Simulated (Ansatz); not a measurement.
# What CdC2 (built on the sites of a database entry of MgC2) distorts into, part 2 of 3

Wanted: the energy along a soft mode of CdC2 (built on the sites of a database entry of MgC2) and the structure at the end.

Ansatz 0.2.0; DFT PBE, scalar-relativistic, plane waves, norm-conserving pseudopotentials.

So far, highest frequency on the path or at a solved wavevector (cm⁻¹): step 2 (response at finite wavevector) 1950. Also lowest frequency on the path (cm⁻¹): step 2 -82.7.

The structure was built from a prototype and need not be the compound's stable phase.

### Step 6. Relaxing from the distorted cell

Starting from the lowest point found, all atoms and the cell are let go, so that strain and other modes of the same symmetry can join in.

Contents of input.yaml:

```yaml
crystal:
  lattice:
    - [3.9651099776, 0.0, 0.0]
    - [0.0, 3.9651099776, 0.0]
    - [0.0, 0.0, 5.9125324408]
  atoms:
    - { symbol: Cd, position: [0.5092664654, 0.4836600376, 0.0] }
    - { symbol: Cd, position: [0.0092664654, 0.0163399624, 0.5] }
    - { symbol: C, position: [0.8451029339, 0.9230796512, 0.0] }
    - { symbol: C, position: [0.5681698629, 0.3538534198, 0.5] }
    - { symbol: C, position: [0.0681698629, 0.1461465802, 0.0] }
    - { symbol: C, position: [0.3451029339, 0.5769203488, 0.5] }
kpoints:
  mp_grid: { grid: [8, 8, 4] }
hamiltonian:
  xc: pbe
  pseudopotentials: { kind: nc }
scf:
  occupations: { method: fixed }
output:
  forces: true
  stress: true
  eigenvalues: true
relax:
  adjacent_minimum: "off"
  f_tol: 0.002
  max_steps: 120
  cell: { stress_tol: 0.03 }
```

On the command line:

```console
ansatz run input.yaml --threads 8 --pin off --max-ram 14336MiB --backend cpu --events-out ev --progress --plain --runs-dir out
```

Numbers of over 12 decimals in the logs are rounded to 6 here.

The log of the run:

```text
[...]
Crystal: 6 atoms, lattice volume = 92.957 Å³
Basis set: ecut = 1115.666836 eV, 7829 PW (Γ), exchange–correlation on 90×90×144 points (8 copies of the dense FFT grid, shifted against one another)
Bands: 34, of which v1, the nominal top of the filled ones, is band 28 counted from 1 (27 counted from 0)
Symmetry: 4 space group operations
[...]
k-points: 75 of 256 (time reversal used)
[...]
SCF iter   1: F=—  HF=-10187.799408 eV  |F-HF|=—  |Δ(HF+E_count)|=         —  Δρ=9.87e-2  dr2=9.38e0  ethr=3.10e-3  ⟨swp⟩=5.0  Hψ=9958  notcnv=0  defer=268
[...]
SCF iter   9: F=-10184.469930 eV  HF=-10184.469930 eV  |F-HF|=8.23e-9  |Δ(HF+E_count)|=   1.89e-7  Δρ=6.04e-6  dr2=4.11e-8  ethr=1.79e-10  ⟨swp⟩=15.5  Hψ=17149  notcnv=0
SCF 1 converged in 9 iterations: F = -10184.469930 eV  dr2 = 4.11e-8
relax step   1: F+E_penalty+E_count = -10184.46992987 eV  Δ(F+E_penalty+E_count) = +0.000e0 eV  max|allowed force component| = 2.258e-1 eV/Å  Δτ_max = 0.0000 Å  P = +0.280 GPa  Ω = 92.957 Å³  (9 SCF iters, dr2 threshold 1.00e-7 eV, accepted)
Crystal: 6 atoms, lattice volume = 93.142 Å³
Basis set: ecut = 1115.666836 eV, 7853 PW (Γ), exchange–correlation on 90×90×144 points (8 copies of the dense FFT grid, shifted against one another)
[...]
iter 1 solved again at ethr=1.77e-3 eV; its pass at ethr=3.10e-3 eV (dr2=9.91e-1 eV) is discarded
[...]
SCF iter   8: F=-10184.452858 eV  HF=-10184.452858 eV  |F-HF|=3.89e-8  |Δ(HF+E_count)|=   5.73e-8  Δρ=1.41e-5  dr2=1.16e-7  ethr=1.07e-9  ⟨swp⟩=14.7  Hψ=17268  notcnv=0
SCF 2 converged in 8 iterations: F = -10184.452858 eV  dr2 = 1.16e-7
relax step   2: F+E_penalty+E_count = -10184.45285788 eV  Δ(F+E_penalty+E_count) = +1.707e-2 eV  max|allowed force component| = 8.888e-2 eV/Å  Δτ_max = 0.1931 Å  P = +0.029 GPa  Ω = 93.142 Å³  energy of the carried Pulay correction = -2.403e-5 eV  (8 SCF iters, dr2 threshold 6.00e-7 eV, rejected (line search))
Crystal: 6 atoms, lattice volume = 93.097 Å³
Basis set: ecut = 1115.666836 eV, 7845 PW (Γ), exchange–correlation on 90×90×144 points (8 copies of the dense FFT grid, shifted against one another)
[...]
SCF iter  11: F=-10184.477201 eV  HF=-10184.477201 eV  |F-HF|=5.46e-12  |Δ(HF+E_count)|=  1.64e-11  Δρ=7.28e-8  dr2=3.17e-12  ethr=1.00e-12  ⟨swp⟩=16.6  Hψ=19653  notcnv=0
SCF 3 converged in 11 iterations: F = -10184.477201 eV  dr2 = 3.17e-12
relax step   3: F+E_penalty+E_count = -10184.47720112 eV  Δ(F+E_penalty+E_count) = -7.271e-3 eV  max|allowed force component| = 4.509e-2 eV/Å  Δτ_max = 0.0678 Å  P = +0.042 GPa  Ω = 93.097 Å³  energy of the carried Pulay correction = -1.816e-5 eV  (11 SCF iters, accepted)
[...]
relax step   4: F+E_penalty+E_count = -10184.47725978 eV  Δ(F+E_penalty+E_count) = -5.866e-5 eV  max|allowed force component| = 1.080e-2 eV/Å  Δτ_max = 0.0024 Å  P = +0.004 GPa  Ω = 93.064 Å³  energy of the carried Pulay correction = -1.386e-5 eV  (5 SCF iters, dr2 threshold 1.27e-7 eV, accepted)
[...]
relax step   5: F+E_penalty+E_count = -10184.47726628 eV  Δ(F+E_penalty+E_count) = -6.497e-6 eV  max|allowed force component| = 2.892e-4 eV/Å  Δτ_max = 0.0005 Å  P = +0.004 GPa  Ω = 93.046 Å³  energy of the carried Pulay correction = -1.148e-5 eV  (4 SCF iters, dr2 threshold 7.29e-9 eV, accepted)
[...]
SCF iter   1: F=—  HF=-10184.477267 eV  |F-HF|=—  |Δ(HF+E_count)|=         —  Δρ=4.79e-6  dr2=8.62e-9  ethr=1.24e-7  ⟨swp⟩=5.2  Hψ=19796  notcnv=0  defer=300
eigensolver tolerance schedule: the retry pair's looser diagonalisation over-reported the residual by 8089.02 of it (diagonalisation noise at 0.48 of the residual, at the tolerance the schedule requests for it); recorded, not acted on — ethr = c·dr2/N_el stays at c = 1.0e-1
[...]
SCF iter   2: F=—  HF=-10184.477278 eV  |F-HF|=—  |Δ(HF+E_count)|=   1.06e-5  Δρ=2.38e-6  dr2=2.62e-9  ethr=1.54e-11  ⟨swp⟩=4.1  Hψ=7166  notcnv=0  defer=298
[...]
SCF iter   5: F=-10184.477278 eV  HF=-10184.477278 eV  |F-HF|=5.46e-12  |Δ(HF+E_count)|=  3.82e-11  Δρ=1.36e-7  dr2=2.02e-11  ethr=1.00e-12  ⟨swp⟩=16.6  Hψ=19822  notcnv=0
SCF 6 converged in 5 iterations: F = -10184.477278 eV  dr2 = 2.02e-11
relax step   6: F+E_penalty+E_count = -10184.47727804 eV  Δ(F+E_penalty+E_count) = -1.176e-5 eV  max|allowed force component| = 2.769e-4 eV/Å  Δτ_max = 0.0000 Å  P = +0.004 GPa  Ω = 93.046 Å³  stress off target by 5.51e-3 GPa  SCF on the basis re-selected at this cell (its energy is not comparable with the rows above)  (5 SCF iters)
basis re-selected at this cell: Δ(F+E_penalty+E_count) = -1.176e-5 eV, ΔP = -0.000 GPa vs the last step (what re-selecting the basis moved, of the pressure what is left beyond the Pulay correction that the steps carried, after the strain that the cell walked since its last selection, with what the two solves' SCF thresholds leave and, on support functions, any second-order correction that the steps lacked; it is no m [...]
SCF converged after 5 iterations
Free energy (F): -10184.477278 eV
[...]
Internal energy: -10184.477278 eV  (E = F + TS)
E sigma→0 (E₀):  -10184.477278 eV
Fermi energy:    7.035035 eV
[...]
--- Forces (eV/Å), atoms counted from 1 ---
  atom   1  Cd    -0.00000584     0.00023007     0.00000000
  atom   2  Cd    -0.00000584    -0.00023007     0.00000000
  atom   3  C     -0.00016875    -0.00027689     0.00000000
  atom   4  C      0.00017128    -0.00004476     0.00000000
  atom   5  C      0.00017128     0.00004476     0.00000000
  atom   6  C     -0.00016875     0.00027689     0.00000000
  max |Σ_I F_I| component: 6.61e-6 eV/Å
--- Stress (GPa, compression-positive) ---
        0.005509       0.000000       0.000000
        0.000000       0.005177       0.000000
        0.000000       0.000000       0.002420
  P = ⅓ Tr σ = 0.0044 GPa (0.044 kbar)
--- Band table (eV; the first three rows and the last of 75) ---
  k-point 0: bands = [... 24 lower, 4.5019, 5.8694, 5.9278, 5.9696, 10.5548, 11.7072, 12.8802, 12.9640, ... 2 higher]
  k-point 1: bands = [... 24 lower, 5.1932, 5.8337, 5.9323, 6.1939, 10.6813, 11.4779, 12.7962, 12.8339, ... 2 higher]
  k-point 2: bands = [... 24 lower, 5.7568, 5.7568, 6.1938, 6.1938, 11.0325, 11.0325, 12.7224, 12.7224, ... 2 higher]
  k-point 74: bands = [... 24 lower, 4.3556, 4.3556, 6.6932, 6.6932, 11.8334, 11.8334, 12.0059, 12.0059, ... 2 higher]
--- Relaxed structure (5 steps of the walk, 4 accepted, 1 SCFs on fresh bases) ---
  F+E_penalty+E_count = -10184.47727804 eV   max|allowed force component| = 2.769e-4 eV/Å   (the final SCF, on the basis selected at the relaxed cell)
  cell:  # Å, volume = 93.0458 Å³
    - [3.964321, 0.0, 0.0]
    - [0.0, 3.964450, 0.0]
    - [0.0, 0.0, 5.920315]
  atoms:
    - { symbol: Cd, position: [0.509032, 0.467416, 0.0] }
    - { symbol: Cd, position: [0.00903187, 0.032584, 0.500000] }
    - { symbol: C, position: [0.844902, 0.906625, 0.0] }
    - { symbol: C, position: [0.568606, 0.369695, 0.500000] }
    - { symbol: C, position: [0.068606, 0.130305, 0.0] }
    - { symbol: C, position: [0.344902, 0.593375, 0.500000] }
```

Elapsed: 31 s, on 8 threads of Intel Xeon 6975P-C (Granite Rapids), shared host; peak memory 1.3 GiB; 4 min of CPU time.

The steps of the relaxation:

```csv
step,energy less that of the first step (eV),largest force component (eV/Å),pressure (GPa),volume (Å³)
1,0.0000,0.2258,0.28,92.96
2,0.0171,0.0889,0.03,93.14
3,-0.0073,0.0451,0.04,93.10
4,-0.0073,0.0108,0.00,93.06
5,-0.0073,0.0003,0.00,93.05
6*,-0.0073,0.0003,0.00,93.05
```

Relaxation steps marked * repeat the geometry before them on a plane-wave basis chosen anew for their cell, so energy and pressure can jump there. Relaxation step 2 was tried and not accepted.

The run keeps the 4 symmetry operations that it works with, so distortions that break them were not tested.

```csv
cell as run,before,after,change
a (Å),3.965,3.964,-0.0 %
b (Å),3.965,3.964,-0.0 %
c (Å),5.913,5.920,+0.1 %
volume (Å³/atom),15.49,15.51,+0.1 %
```

The atoms that moved most (Å, as changes of fractional coordinates times the final cell):

```csv
atom,dx,dy,dz,length
C6,-0.001,0.065,0.000,0.065
C3,-0.001,-0.065,0.000,0.065
Cd1,-0.001,-0.064,0.000,0.064
Cd2,-0.001,0.064,0.000,0.064
C4,0.002,0.063,0.000,0.063
C5,0.002,-0.063,0.000,0.063
```

The relaxed structure:

```cif
data_structure
_symmetry_space_group_name_H-M 'P 1'
_symmetry_Int_Tables_number 1
_cell_length_a 3.9643
_cell_length_b 3.9644
_cell_length_c 5.9203
_cell_angle_alpha 90.000
_cell_angle_beta 90.000
_cell_angle_gamma 90.000
_cell_volume 93.05
loop_
_atom_site_label
_atom_site_type_symbol
_atom_site_fract_x
_atom_site_fract_y
_atom_site_fract_z
_atom_site_occupancy
Cd1 Cd 0.50903 0.46742 0.00000 1
Cd2 Cd 0.00903 0.03258 0.50000 1
C3 C 0.84490 0.90663 0.00000 1
C4 C 0.56861 0.36970 0.50000 1
C5 C 0.06861 0.13030 0.00000 1
C6 C 0.34490 0.59337 0.50000 1
```

Numbers from this step:

```
pressure          : 0.004369 GPa
gap on the k-mesh : 3.323 eV
volume per atom   : 15.51 Å³
```

The distorted start has space group Pmn2_1; the relaxation ends in Pmn2_1.

### Step 7. The new phase in its own primitive cell

The relaxed structure is symmetrised, reduced to its primitive cell and relaxed tightly, as its phonons need.

Contents of input.yaml:

```yaml
crystal:
  lattice:
    - [5.9203150559, 0.0, 0.0]
    - [0.0, 3.9644499121, 0.0]
    - [0.0, 0.0, 3.9643213079]
  atoms:
    - { symbol: Cd, position: [0.0, 0.2174158645, 0.5090318716] }
    - { symbol: Cd, position: [0.5, 0.7825841355, 0.0090318716] }
    - { symbol: C, position: [0.0, 0.656625181, 0.8449016569] }
    - { symbol: C, position: [0.5, 0.1196952958, 0.5686057337] }
    - { symbol: C, position: [0.0, 0.8803047042, 0.0686057337] }
    - { symbol: C, position: [0.5, 0.343374819, 0.3449016569] }
kpoints:
  mp_grid: { grid: [4, 6, 6] }
hamiltonian:
  xc: pbe
  pseudopotentials: { kind: nc }
scf:
  occupations: { method: fixed }
output:
  forces: true
  stress: true
  eigenvalues: true
relax:
  adjacent_minimum: "off"
  f_tol: 0.001
  max_steps: 60
  cell: { stress_tol: 0.01 }
```

The log of the run:

```text
[...]
Crystal: 6 atoms, lattice volume = 93.046 Å³
Basis set: ecut = 1115.666836 eV, 7845 PW (Γ), exchange–correlation on 144×90×90 points (8 copies of the dense FFT grid, shifted against one another)
Bands: 34, of which v1, the nominal top of the filled ones, is band 28 counted from 1 (27 counted from 0)
Symmetry: 4 space group operations
[...]
cell:  # Å, volume = 93.0458 Å³
    - [5.9203150559, 0.0, 0.0]
    - [0.0, 3.9644499121, 0.0]
    - [0.0, 0.0, 3.9643213079]
  atoms:
    - { symbol: Cd, position: [0.0, 0.217416, 0.509032] }
    - { symbol: Cd, position: [0.500000, 0.782584, 0.00903187] }
    - { symbol: C, position: [0.0, 0.656625181, 0.844902] }
    - { symbol: C, position: [0.500000, 0.1196952958, 0.5686057337] }
    - { symbol: C, position: [0.0, 0.8803047042, 0.068606] }
    - { symbol: C, position: [0.500000, 0.343374819, 0.344902] }
[key lines of the parts left out:]
SCF converged after 6 iterations
Free energy (F): -10184.477212 eV
Fermi energy:    6.925074 eV
P = ⅓ Tr σ = 0.0044 GPa (0.044 kbar)
```

It took 7.5 s on 8 threads; peak memory 1.1 GiB; 56 s of CPU time.

Little changed from the start: no atom moved by 0.005 Å and no cell edge by 0.1 %.

This step gave:

* pressure: 0.004367 GPa
* gap on the k-mesh: 3.433 eV
* direct gap on mesh: 3.551 eV

The largest force component left is 0.25 meV/Å and the pressure is 0.004 GPa, within the tolerances set. The cell now holds 15.51 Å³/atom.

[end of part 2 of 3]

[Logs are printed without paths, hosts, clocks, repeated set-up lines and the standing remarks that a program may print on its own settings, such as how far it seeks lower states.]

[Hosts, paths, dates, database ids (printed as entryN), source tags and the programs' standing remarks are cut or masked in the printed files.]
